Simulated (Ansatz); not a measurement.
# A convergence test on Cs2AgBiBr6 (Fm-3m): k mesh of the hybrid

Wanted: the cheapest k mesh of the hybrid that holds the HSE06 gap of Cs2AgBiBr6 (Fm-3m).

Main program and level: Ansatz 0.2.0; DFT, HSE06, plane waves, PAW.

### Step 1. The structure

Symmetry: Fm-3m, No. 225, cubic system. Conventional cell: a = 11.232 Å, b = 11.232 Å, c = 11.232 Å, α = 90.00°, β = 90.00°, γ = 90.00°. Nearest to Cs lie 12 Br at 3.97 Å. Ag has 6 Br at 2.80 Å nearest. Nearest to Bi lie 6 Br at 2.81 Å. Nearest to Br lie 1 Ag at 2.80 Å and 1 Bi at 2.81 Å and 4 Cs at 3.97 Å. Farther neighbours and most contacts between anions are not listed.

Coordinates:

```cif
data_structure
_symmetry_space_group_name_H-M 'P 1'
_symmetry_Int_Tables_number 1
_cell_length_a 7.9424
_cell_length_b 7.9424
_cell_length_c 7.9424
_cell_angle_alpha 60.000
_cell_angle_beta 60.000
_cell_angle_gamma 60.000
_cell_volume 354.27
loop_
_atom_site_label
_atom_site_type_symbol
_atom_site_fract_x
_atom_site_fract_y
_atom_site_fract_z
_atom_site_occupancy
Cs1 Cs 0.25000 0.25000 0.25000 1
Cs2 Cs 0.75000 0.75000 0.75000 1
Ag3 Ag 0.50000 0.50000 0.50000 1
Bi4 Bi 0.00000 0.00000 0.00000 1
Br5 Br 0.25055 0.74945 0.25055 1
Br6 Br 0.25055 0.74945 0.74945 1
Br7 Br 0.74945 0.25055 0.74945 1
Br8 Br 0.74945 0.25055 0.25055 1
Br9 Br 0.25055 0.25055 0.74945 1
Br10 Br 0.74945 0.74945 0.25055 1
```

The cell and positions come from the Crystallography Open Database and are kept as given unless a step says otherwise. Spin-orbit coupling is left out unless a step names it. The default PAW set here is soft_2. Its files were made with PBE.

### Step 2. k mesh of the hybrid: 2×2×2

File input.yaml:

```yaml
crystal:
  lattice:
    - [0.0, 5.6161, 5.6161]
    - [5.6161, 0.0, 5.6161]
    - [5.6161, 5.6161, 0.0]
  atoms:
    - { symbol: Cs, position: [0.25, 0.25, 0.25] }
    - { symbol: Cs, position: [0.75, 0.75, 0.75] }
    - { symbol: Ag, position: [0.5, 0.5, 0.5] }
    - { symbol: Bi, position: [0.0, 0.0, 0.0] }
    - { symbol: Br, position: [0.25055, 0.74945, 0.25055] }
    - { symbol: Br, position: [0.25055, 0.74945, 0.74945] }
    - { symbol: Br, position: [0.74945, 0.25055, 0.74945] }
    - { symbol: Br, position: [0.74945, 0.25055, 0.25055] }
    - { symbol: Br, position: [0.25055, 0.25055, 0.74945] }
    - { symbol: Br, position: [0.74945, 0.74945, 0.25055] }
kpoints:
  mp_grid: { grid: [2, 2, 2] }
  band_path:
    path:
      - [0.0, 0.0, 0.0]
      - [0.5, 0.0, 0.5]
      - [0.625, 0.25, 0.625]
      - [0.375, 0.375, 0.75]
      - [0.5, 0.5, 0.5]
      - [0.5, 0.25, 0.75]
      - [0.5, 0.4, 0.6]
    npoints: 1
hamiltonian:
  xc: hse06
scf:
  occupations: { method: fixed }
  n_extra_bands: 7
output:
  eigenvalues: true
```

Command:

```console
ansatz run input.yaml --threads 3 --pin off --max-ram 92160MiB --backend cuda --events-out ev --progress --plain --runs-dir out --devices 1 --max-vram 13GiB
```

Numbers of over 12 decimals in the logs are rounded to 6 here.

The program printed:

```text
scf.n_extra_bands = 7 over 47 filled bands (N_el = 94.0): the run solves 54 bands
GPUs: using 1 of 1 available (devices: 1).
Engine: ansatz 0.2.0, x86_64-unknown-linux-gnu
Pseudopotentials: kind: paw
Pseudopotential: Cs, paw, valence charge 9, recommended cutoff 420 eV (normal), Cs.paw.azcp
Pseudopotential: Ag, paw, valence charge 19, recommended cutoff 420 eV (normal), Ag.paw.azcp
Pseudopotential: Bi, paw, valence charge 15, recommended cutoff 420 eV (normal), Bi.paw.azcp
Pseudopotential: Br, paw, valence charge 7, recommended cutoff 420 eV (normal), Br.paw.azcp
Functional definition: HSE06
  parameter a = 0.25
  parameter omega = 0.11/bohr
  exchange = pbe_x - a*pbe_x_sr(omega) + a*exact_x_sr(omega)
  correlation = pbe_c
davidson cushion auto → on  (no smearing: the cushion is to keep the highest requested band from converging to the state above it; pin scf.eigensolver.cushion to override)
device memory: the entry about to start is reckoned to put 4.4 GiB on a device that reports 30.7 GiB free (of which the cap on the GPU budget leaves the run 13.0 GiB)
GPU FFT provider: cuFFT
GPU libraries: cuBLAS 13.8.2, cuFFT 12.4.0, cuSOLVER 12.3.4
Crystal: 10 atoms, lattice volume = 354.270 Å³
Basis set: ecut = 420 eV, 6879 PW (Γ)
Bands: 54, of which v1, the nominal top of the filled ones, is band 47 counted from 1 (46 counted from 0)
Symmetry: 48 space group operations
Space group: Fm-3m (ITA 225), of the structure as read, at distance tolerance 7.1e-5 Å
k-points: 3 of 8
Non-local potential: Cs, projectors of the file, l = 0: 3, l = 1: 2, l = 2: 2, l = 3: 2
Non-local potential: Ag, projectors of the file, l = 0: 3, l = 1: 2, l = 2: 2, l = 3: 1
Non-local potential: Bi, projectors of the file, l = 0: 2, l = 1: 2, l = 2: 2, l = 3: 2
Non-local potential: Br, projectors of the file, l = 0: 2, l = 1: 2, l = 2: 2
PAW form: soft (Blöchl's): semilocal exchange-correlation on the pseudo side does not see the compensation charge
PAW frozen core: Cs, regenerated for the run's functional, and the local potential with it (the file was generated under x = pbe(κ = 0.804, μ = 0.219515), c = pbe(β = 0.066725))
PAW frozen core: Ag, regenerated for the run's functional, and the local potential with it (the file was generated under x = pbe(κ = 0.804, μ = 0.219515), c = pbe(β = 0.066725))
PAW frozen core: Bi, regenerated for the run's functional, and the local potential with it (the file was generated under x = pbe(κ = 0.804, μ = 0.219515), c = pbe(β = 0.066725))
PAW frozen core: Br, regenerated for the run's functional, and the local potential with it (the file was generated under x = pbe(κ = 0.804, μ = 0.219515), c = pbe(β = 0.066725))
PAW one-centre angular grid: Cs, 194 points (default); XC on 96 Gauss nodes
PAW one-centre angular grid: Ag, 590 points (default); XC on 96 Gauss nodes
PAW one-centre angular grid: Bi, 590 points (default); XC on 64 Gauss nodes
PAW one-centre angular grid: Br, 110 points (default); XC on 64 Gauss nodes
Initial density: superposition of atomic densities (neutral atoms: chi_scale 0, normalization atom), corrected by the library's trained network
Initial wavefunctions: pseudopotential atomic-orbital guess
GPU buffer pool allocated for 157464 grid points (all kernels)
GPU transforms: local potential and band sums: pruned to the plane-wave sphere, on 54×54×54
Functional: x = pbe(κ = 0.804, μ = 0.219515), c = pbe(β = 0.066725), warm-up for x = pbe(κ = 0.804, μ = 0.219515) + 0.25 (exact − pbe) at short range (hse, ω = 0.207870 Å⁻¹), c = pbe(β = 0.066725); HSE06 as pw.x's `hse` composes it (authors' and Libxc's form: `xc: wpbeh`)
SCF iter   1: F=—  HF=-48038.801235 eV  |F-HF|=—  |Δ(HF+E_count)|=         —  Δρ=9.60e-4  dr2=3.37e-3  ethr=1.77e-3  ⟨swp⟩=19.0  Hψ=752  notcnv=0
preconditioner: auto → none  [insulator: Δε(μ)=1.218 eV  Ē_g=9.682 eV  n_scr=58 (ndim 8)  ℏωp=16.7 eV  f_vac=0.040]
iter 2 solved again at ethr=2.77e-7 eV; its pass at ethr=3.58e-6 eV (dr2=2.61e-4 eV) is discarded
[...]
SCF iter   4: F=—  HF=-48067.529107 eV  |F-HF|=—  |Δ(HF+E_count)|=   2.13e-2  Δρ=8.58e-4  dr2=2.57e-3  ethr=3.16e-7  ⟨swp⟩=5.0  Hψ=650  notcnv=0
SCF iter   5: F=—  HF=-48067.528352 eV  |F-HF|=—  |Δ(HF+E_count)|=   7.55e-4  Δρ=1.64e-4  dr2=1.31e-4  ethr=3.16e-7  ⟨swp⟩=4.0  Hψ=503  notcnv=0
SCF iter   6: F=—  HF=-48067.528715 eV  |F-HF|=—  |Δ(HF+E_count)|=   3.63e-4  Δρ=8.53e-5  dr2=4.28e-5  ethr=9.19e-8  ⟨swp⟩=4.7  Hψ=491  notcnv=0
SCF iter   7: F=-48067.528703 eV  HF=-48067.528703 eV  |F-HF|=9.32e-8  |Δ(HF+E_count)|=   1.20e-5  Δρ=1.07e-5  dr2=2.64e-6  ethr=4.30e-8  ⟨swp⟩=3.0  Hψ=435  notcnv=0
SCF 2 stopped early in 7 iterations: F = -48067.528703 eV  dr2 = 2.64e-6
  greatest PAW one-centre occupation: 1.001 electrons in one spin orbital (limit 2), on the Ag atom at site 2 (counted from 0), in its partial waves of l = 1
hybrid outer 1: dexx = +2.631e-2 eV, tail = 7.65e-5 eV
GPU FFT provider: cuFFT
GPU libraries: cuBLAS 13.8.2, cuFFT 12.4.0, cuSOLVER 12.3.4
GPU buffer pool allocated for 157464 grid points (all kernels)
GPU transforms: local potential and band sums: pruned to the plane-wave sphere, on 54×54×54
Exchange kernel: α = 0.2500, screened, ω = 0.2079 Å⁻¹, Wigner–Seitz truncation, v(0) = 1025.8513 eV·Å³, q-mesh 2×2×2, nearest image of the exchange supercell L = 15.88 Å, pair-density grid 30×30×30, without the augmentation charges, whose exchange is taken in its separable form by FFT convolution over the k-point mesh (sized by the pseudopotential files, 45×45×45 at the most), smooth part of the exact exchange by density-matrix convolution in up to 2.98 GiB of GPU memory as planned if the GPU has room (build and FFT work areas not counted)
Frozen-core exchange: fock
SCF iter   1: F=—  HF=-48067.529884 eV  |F-HF|=—  |Δ(HF+E_count)|=         —  Δρ=3.38e-5  dr2=2.30e-6  ethr=4.07e-7  ⟨swp⟩=3.3  Hψ=440  notcnv=0
preconditioner: auto → none  [insulator: Δε(μ)=2.138 eV  Ē_g=11.166 eV  n_scr=58 (ndim 8)  ℏωp=16.7 eV  f_vac=0.044]
SCF iter   2: F=—  HF=-48067.529884 eV  |F-HF|=—  |Δ(HF+E_count)|=   3.36e-7  Δρ=1.46e-5  dr2=4.00e-7  ethr=1.90e-9  ⟨swp⟩=5.0  Hψ=544  notcnv=0
SCF iter   3: F=—  HF=-48067.529885 eV  |F-HF|=—  |Δ(HF+E_count)|=   4.87e-7  Δρ=6.27e-6  dr2=1.59e-7  ethr=3.66e-10  ⟨swp⟩=5.3  Hψ=514  notcnv=0  defer=1
SCF iter   4: F=-48067.529885 eV  HF=-48067.529885 eV  |F-HF|=1.96e-8  |Δ(HF+E_count)|=   5.06e-8  Δρ=2.09e-6  dr2=2.28e-8  ethr=1.63e-10  ⟨swp⟩=3.7  Hψ=478  notcnv=0
SCF 3 converged in 4 iterations: F = -48067.529885 eV  dr2 = 2.28e-8
hybrid outer 2: dexx = +1.099e-6 eV, tail = 8.43e-8 eV, Δε = 2.49e-3 eV (about 8.01e-5 eV left of the loop's levels)
the search or the solves at the SCF's close seem to have found levels that the self-consistency loop had missed (the run counts 1). By its estimate they hold under 1e-12 electrons; where the run keeps them, the occupations were computed again with them
device memory: the entry about to start is reckoned to put 1.6 GiB on a device that reports 34.2 GiB free (of which the cap on the GPU budget leaves the run 13.0 GiB)
NSCF: frozen V_eff on 7 k-points
hybrid SCF converged: 2 outer / 11 inner (+3 warm-up), last move |dexx| = 1.10e-6 eV, tail = 8.43e-8 eV
Stability not checked: this state was not tested for a lower state beside it, because the functional holds exact exchange (a hybrid, or Hartree-Fock), whose exchange loop this test does not read (fock_operator; see scf.lower_state_search)
Free energy (F): -48067.529885 eV
Frozen-core exchange: fock
Harris-Foulkes:  -48067.529885 eV  (|F-HF|=1.96e-8)
Internal energy: -48067.529885 eV  (E = F + TS)
E sigma→0 (E₀):  -48067.529885 eV
Fermi energy:    3.829140 eV
--- Per-component energies (eV) ---
  E_band       = -947.691890
  E_kinetic    = 1915.163882
  E_local      = -8315.657108  (includes V_loc(G=0)·N_el)
  E_nonlocal   = 1130.559814
  E_hartree    = 3275.098784
  E_xc         = -1799.451574
  E_vxc        = -1004.099675  (∫ρ·V_xc dr)
  E_exx        = -227.107680  (= α·E_x^exact, valence–valence)
  E_paw        = -38457.245264  (= ΣΔE_a)
  E_vpaw       = -769.632763  (= ΣTr[D̂ρ^β])
  E_aug_tail   = -0.000078  (compensation charges beyond the density's cutoff)
  E_ewald      = -5585.968359
  E_core_change = -2.922302  (= ΣΔE_core)
  E_smearing   = -0.000000  (= −TS)
  E_closure    = -0.000000  (closes the sum)
  Σ components = -48067.529885   (vs F -48067.529885, Δ=0.00e0)
--- Band table (eV) ---
  k-point 0: bands = [... 43 lower, 2.3706, 2.3706, 2.9188, 2.9188, 6.9724, 6.9724, 6.9724, 8.3852, ... 3 higher]
  k-point 1: bands = [... 43 lower, 2.0786, 2.2994, 2.2994, 2.4780, 5.9671, 8.4064, 8.4064, 9.7271, ... 3 higher]
  k-point 2: bands = [... 43 lower, 1.9184, 2.3549, 2.9120, 3.8291, 7.4999, 7.4999, 7.8918, 9.4464, ... 3 higher]
```

Run time: 26 s. Hardware: 1 × NVIDIA H100 80GB HBM3 (shared by 6 runs) with 3 threads of AMD EPYC 7R13 (Zen 3), shared host; peak memory 1.3 GiB.

This step gave:

```
gap                     : 2.138 eV
valence top at          : X
conduction bottom at    : L
least direct gap        : 3.254 eV
exact-exchange fraction : 0.25
```

The gap is indirect, with the least direct gap 1.12 eV higher.

### Step 3. k mesh of the hybrid: 4×4×4

Edit input.yaml of step 2 so:

```diff
@@ -17,3 +17,3 @@
 kpoints:
-  mp_grid: { grid: [2, 2, 2] }
+  mp_grid: { grid: [4, 4, 4] }
   band_path:
@@ -35 +35,5 @@
   eigenvalues: true
+  write_density: true
+  write_potential: true
+  elf: true
+  volumetric_format: npy
```

The program printed:

```text
[...]
GPUs: using 1 of 1 available (devices: 1).
[...]
GPU FFT provider: cuFFT
GPU libraries: cuBLAS 13.8.2, cuFFT 12.4.0, cuSOLVER 12.3.4
Crystal: 10 atoms, lattice volume = 354.270 Å³
Basis set: ecut = 420 eV, 6879 PW (Γ)
Bands: 54, of which v1, the nominal top of the filled ones, is band 47 counted from 1 (46 counted from 0)
[... 1 set-up line as in the run before ...]
[...]
k-points: 8 of 64
[...]
E sigma→0 (E₀):  -48067.685437 eV
Fermi energy:    3.837366 eV
[...]
--- Band table (eV; the first three rows and the last of 8) ---
  k-point 0: bands = [... 43 lower, 2.3563, 2.3563, 2.9221, 2.9221, 6.9762, 6.9762, 6.9762, 8.3781, ... 3 higher]
  k-point 1: bands = [... 43 lower, 2.1264, 2.2484, 2.5156, 2.5156, 6.4667, 7.6752, 7.6752, 8.9436, ... 3 higher]
  k-point 2: bands = [... 43 lower, 2.0665, 2.2912, 2.2912, 2.4786, 5.9622, 8.4180, 8.4180, 9.7211, ... 3 higher]
  k-point 7: bands = [... 43 lower, 2.0832, 2.0832, 2.2841, 3.7194, 7.3532, 7.7192, 7.7192, 10.3613, ... 3 higher]
[key lines of the parts left out:]
Free energy (F): -48067.685437 eV
```

Wall time 74 s (1 × NVIDIA H100 80GB HBM3 (shared by 6 runs) with 3 threads); peak memory 1.8 GiB; 2.6 min of CPU time.

This step gave:

* gap: 2.125 eV
* valence top at: X
* conduction bottom at: L
* least direct gap: 3.248 eV

The gap is 2.125 eV, −0.013 eV from the run before at this level.

### Step 4. The series

Differences are against the last row; a negative gap means that bands overlap, and a run with a band path holds that path's time. Times are wall times on 1 × NVIDIA H100 80GB HBM3 (shared by 6 runs) with 3 threads of AMD EPYC 7R13 (Zen 3), shared host, good to a factor of about two.

```csv
k mesh of the hybrid,gap (eV),direct gap (eV),gap error (eV),energy error (meV/atom),irreducible k,time
2×2×2,2.138,3.254,+0.013,+15.6,3,26 s
4×4×4,2.125,3.248,+0.000,+0.0,8,74 s
```

### Step 5. Summary of results

```
2×2×2 : 2.138 eV
4×4×4 : 2.125 eV
```

The gap holds to 0.02 eV from 2×2×2 on, the cheapest setting tried. At 2×2×2 the gap is off by +0.013 eV and the energy by +16 meV/atom. The gap is read over the mesh and added points near the edges, so meshes differ mainly through the density and, for a hybrid, the exchange operator.

[Paths, hosts, dates, memory and timing lines, banners, echoed tables and standing remarks are left out of the program output.]

[Logs are printed without paths, hosts, clocks, repeated set-up lines and the standing remarks that a program may print on its own settings, such as how far it seeks lower states.]

[Runs of the session that timed out or met a known fault of the program may be left out.]

[Cells called generated may have been cut or substituted from an entry of the Crystallography Open Database or the Materials Project.]

[Hosts, paths, dates, database ids (printed as entryN), source tags and the programs' standing remarks are cut or masked in the printed files.]
